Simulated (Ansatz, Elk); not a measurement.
# How far do independent atoms describe Li2CaO2?

Structure refinements treat a crystal as free atoms side by side. For a made-up structure of Li2CaO2 (cell and positions from a PBE relaxation) the runs below show what the calculated density changes in F(hkl).

Program: Elk 11.2.3 (patched build). Level of theory: DFT, PBE, all-electron APW+lo, Dirac cores, scalar-relativistic bands, static density, no spin. Results are calculated unless marked as measured.

This account leaves out most program logs.

The structure was built from a prototype and need not be the compound's stable phase.

### Step 1. The structure

The structure is trigonal, space group P-3m1 (No. 164). The conventional cell has a = 3.360 Å, b = 3.360 Å, c = 5.473 Å, α = 90.00°, β = 90.00°, γ = 120.00°. Nearest to Ca lie 6 O at 2.39 Å. Nearest to O lie 4 Li at 1.97 to 2.06 Å and 3 Ca at 2.39 Å. Nearest to Li lie 4 O at 1.97 to 2.06 Å. Farther neighbours and most contacts between anions are not listed.

Structure file:

```cif
data_structure
_symmetry_space_group_name_H-M 'P-3m1'
_symmetry_Int_Tables_number 164
_cell_length_a 3.3596
_cell_length_b 3.3596
_cell_length_c 5.4728
_cell_angle_alpha 90.000
_cell_angle_beta 90.000
_cell_angle_gamma 120.000
_cell_volume 53.49
loop_
_atom_site_label
_atom_site_type_symbol
_atom_site_symmetry_multiplicity
_atom_site_Wyckoff_symbol
_atom_site_fract_x
_atom_site_fract_y
_atom_site_fract_z
_atom_site_occupancy
Ca1 Ca 1 a 0.00000 0.00000 0.00000 1
O1 O 2 d 0.66667 0.33333 0.25624 1
Li1 Li 2 d 0.66667 0.33333 0.61620 1
```

### Step 2. Ground state and structure factors

An all-electron density is needed, since X-rays see the cores too. Task 0 finds the density and task 195 Fourier-transforms it; tshift is off so that phases refer to the origin typed.

Input file elk.in:

```
tasks
  0
  195

xctype
  20

spinpol
  .false.

rgkmax
  7.0

gmaxvr
  14.0

lmaxo
  7

lmaxapw
  8

swidth
  0.002

tshift
  .false.

ramdisk
  .false.

hmaxvr
  5.5

maxscl
  120

epspot
  1e-06

sppath
  './'

avec
  6.34865360293 0.00000000000 -0.00000000000
  -3.17432680146 5.49809529996 0.00000000000
  -0.00000000000 0.00000000000 10.34211092005

atoms
  3
  'Ca.in'
  1
  -0.0000000000 0.0000000000 0.0000000000   0.000000 0.000000 0.000000
  'O.in'
  2
  0.6666666667 0.3333333333 0.2562446039   0.000000 0.000000 0.000000
  0.3333333333 0.6666666667 0.7437553961   0.000000 0.000000 0.000000
  'Li.in'
  2
  0.6666666667 0.3333333333 0.6162003727   0.000000 0.000000 0.000000
  0.3333333333 0.6666666667 0.3837996273   0.000000 0.000000 0.000000

ngridk
  8 8 4
```

Started as:

```sh
OMP_NUM_THREADS=4 elk
```

The job ended after 17 s (4 threads of Arm Neoverse V2, shared host; peak memory 0.16 GiB; 50 s of CPU time).

SFACRHO.OUT:

```text

h k l indices transformed by vhmat matrix:
   1.000000000       0.000000000       0.000000000    
   0.000000000       1.000000000       0.000000000    
   0.000000000       0.000000000       1.000000000    

      h      k      l  multipl.   |H|            Re(F)            Im(F)           |F|

      0      0      0      1   0.0000000       42.000002     -0.56813786E-16   42.000002    
      0      0      1      2  0.60753412       13.675800     -0.78278655E-15   13.675800    
      1      0      0      6   1.1427931       6.8605625      0.46967193E-15   6.8605625    
      0      0      2      2   1.2150682       2.8079825      0.25049170E-14   2.8079825    
     -1      0     -1      6   1.2942464       24.569353      0.18786877E-14   24.569353    
      1     -1      1      6   1.2942464       7.7976502      0.32094249E-14   7.7976502    
     -1      0     -2      6   1.6680428       19.887514     -0.15655731E-15   19.887514    
     -1      0      2      6   1.6680428       15.589699     -0.14872944E-14   15.589699    
      0      0      3      2   1.8226024       15.267301      0.62622924E-15   15.267301    
      1      1      0      6   1.9793757       23.076723     -0.50221296E-14   23.076723    
      2     -1     -1     12   2.0705134       8.9486343      -0.0000000       8.9486343    
      0     -1      3      6   2.1512451       1.3859309     -0.13307371E-14   1.3859309    
      0     -1     -3      6   2.1512451       18.414437      0.56360632E-14   18.414437    
     -2      2      0      6   2.2855862       5.8240496      0.15655731E-15   5.8240496    
      1     -2     -2     12   2.3225673       4.0100939     -0.59491778E-14   4.0100939    
      2     -2      1      6   2.3649528       15.930208      -0.0000000       15.930208    
      0      2     -1      6   2.3649528       7.3133930     -0.14872944E-14   7.3133930    
      0      0     -4      2   2.4301365       14.153862      0.52055306E-14   14.153862
```

Elk indexes on the primitive cell of elk.in and gives |H| = 4π sin θ/λ in inverse bohr. Below, one row stands for each form hkl of the conventional cell (m members, Friedel mates merged), F is for one primitive cell and the density is static (no thermal factor). Free-atom factors are Waasmaier and Kirfel's, and R is Σm||F|−|F'||/Σm|F|.

```tsv
hkl	m	sin θ/λ (Å⁻¹)	abs F, DFT	neutral atoms	diff.	ions	diff.
001	2	0.091	13.676	13.643	+0.032	13.514	+0.162
100	6	0.172	6.861	7.165	-0.304	6.727	+0.134
002	2	0.183	2.808	3.380	-0.572	2.588	+0.220
101	6	0.195	24.569	23.845	+0.725	24.599	-0.030
011	6	0.195	7.798	8.123	-0.325	7.649	+0.149
102	6	0.251	19.887	19.686	+0.201	19.850	+0.037
012	6	0.251	15.590	15.396	+0.194	15.508	+0.082
003	2	0.274	15.267	15.214	+0.053	15.268	-0.001
110	6	0.298	23.077	23.039	+0.038	23.019	+0.058
111	12	0.311	8.949	8.917	+0.032	8.907	+0.041
103	6	0.324	1.386	1.295	+0.091	1.379	+0.007
013	6	0.324	18.414	18.447	-0.033	18.356	+0.059
200	6	0.344	5.824	5.756	+0.068	5.808	+0.016
112	12	0.349	4.010	3.941	+0.069	4.067	-0.057
021	6	0.356	15.930	15.978	-0.048	15.831	+0.100
201	6	0.356	7.313	7.295	+0.018	7.403	-0.089
004	2	0.365	14.154	14.210	-0.056	14.043	+0.110
202	6	0.389	10.967	10.971	-0.004	10.872	+0.095
022	6	0.389	14.518	14.593	-0.075	14.501	+0.016
104	6	0.404	9.135	9.159	-0.024	9.182	-0.047
014	6	0.404	6.625	6.591	+0.034	6.657	-0.032
113	12	0.405	11.703	11.728	-0.025	11.683	+0.020
```

The ions are Li+, Ca2+ and O2−, by formal charge.

### Step 3. The highest occupied states alone

An energy window below the Fermi level keeps the highest occupied states, to see at which angles they scatter; shallow core shells can lie inside it and anion s states outside. No new self-consistency is needed.

elk.in: that of step 2 with these lines changed.

```diff
@@ -1,3 +1,2 @@
 tasks
-  0
   195
@@ -40,2 +39,5 @@
 
+wsfac
+  -0.236440 0.431060
+
 sppath
```

Started as:

```sh
OMP_NUM_THREADS=4 elk
```

Run time: 4.2 s. Hardware: 4 threads; peak memory 0.16 GiB; 4.9 s of CPU time.

States within 10 eV below the Fermi level hold 12.00 electrons; any levels below the window count with the cores. Their amplitudes can exceed the total, where window and core parts have opposite phase:

```tsv
hkl	sin θ/λ (Å⁻¹)	abs F, window	abs F, all
001	0.091	0.158	13.676
100	0.172	3.073	6.861
002	0.183	5.852	2.808
101	0.195	5.158	24.569
011	0.195	4.603	7.798
102	0.251	1.913	19.887
012	0.251	2.418	15.590
003	0.274	0.495	15.267
110	0.298	3.128	23.077
111	0.311	0.003	8.949
```

### Step 4. Another functional

The difference from free atoms is small, so it is set against the change that LDA (Perdew-Wang) makes.

elk.in: that of step 3 with these lines changed.

```diff
@@ -1,2 +1,3 @@
 tasks
+  0
   195
@@ -4,3 +5,3 @@
 xctype
-  20
+  3
 
@@ -39,5 +40,2 @@
 
-wsfac
-  -0.236440 0.431060
-
 sppath
```

Started as:

```sh
OMP_NUM_THREADS=4 elk
```

It took 10 s on 4 threads; peak memory 0.16 GiB.

Against the first run R = 0.24 %; the largest change is -0.058 at 101.

### Step 5. Basis size

The basis and the expansions that go with it are enlarged, to see whether the differences are converged.

elk.in: that of step 4 with these lines changed.

```diff
@@ -5,3 +5,3 @@
 xctype
-  3
+  20
 
@@ -11,12 +11,12 @@
 rgkmax
-  7.0
+  8.5
 
 gmaxvr
-  14.0
+  18.0
 
 lmaxo
-  7
+  9
 
 lmaxapw
-  8
+  10
```

Started as:

```sh
OMP_NUM_THREADS=4 elk
```

The job ended after 45 s (4 threads; peak memory 0.25 GiB; 2.3 min of CPU time).

Against the first run R = 0.02 %; the largest change is -0.004 at 002.

### Step 6. Settings against the effect

```tsv
run	R against the first run (%)	R against neutral atoms, low angle (%)	wall time
PBE, rgkmax 7	0.00	1.85	17 s
LDA (Perdew-Wang)	0.24	1.65	10 s
rgkmax 8.5 with larger expansions	0.02	1.86	45 s
```

### Step 7. Outcome

```
R against neutral atoms, sin θ/λ < 0.3 Å⁻¹ : 1.85 %
R against neutral atoms, 0.3 to 0.83 Å⁻¹   : 0.28 %
R against ions, below 0.3 Å⁻¹              : 0.57 %
```

In words: Independent neutral atoms miss the calculated amplitudes by R = 1.85 % below 0.3 Å⁻¹ and 0.28 % from there to 0.83 Å⁻¹; by shells, 0.24 % below 0.15 Å⁻¹ (1 form), 1.92 % 0.15 to 0.3 (8 forms), 0.46 % 0.3 to 0.45 (15 forms), 0.25 % above 0.45 (99 forms). Bonding, aspherical density and the tables' own atoms all enter these figures, and the runs don't part them. The largest change of an amplitude is +0.72 electrons, at 101. Formal ions give R = 0.57 % at low angle, nearer than neutral atoms. The window's part falls from 12.0 electrons at the origin to at most 0.97 between 0.45 and 0.83 Å⁻¹, where compact states inside the window still scatter. Below 0.3 Å⁻¹ the changes that finished (LDA (Perdew-Wang) and rgkmax 8.5 with larger expansions) move F by R = 0.24 % at most, against the 1.85 % that separates it from free atoms. The k-mesh has no finished test. Part of the difference isn't bonding: the tables are fits to free atoms and ions calculated by other methods than this functional. Thermal motion, anomalous dispersion and extinction are left out.

[Logs are printed without paths, hosts, clocks, repeated set-up lines and the standing remarks that a program may print on its own settings, such as how far it seeks lower states.]

[Hosts, paths, dates, database ids (printed as entryN), source tags and the programs' standing remarks are cut or masked in the printed files.]
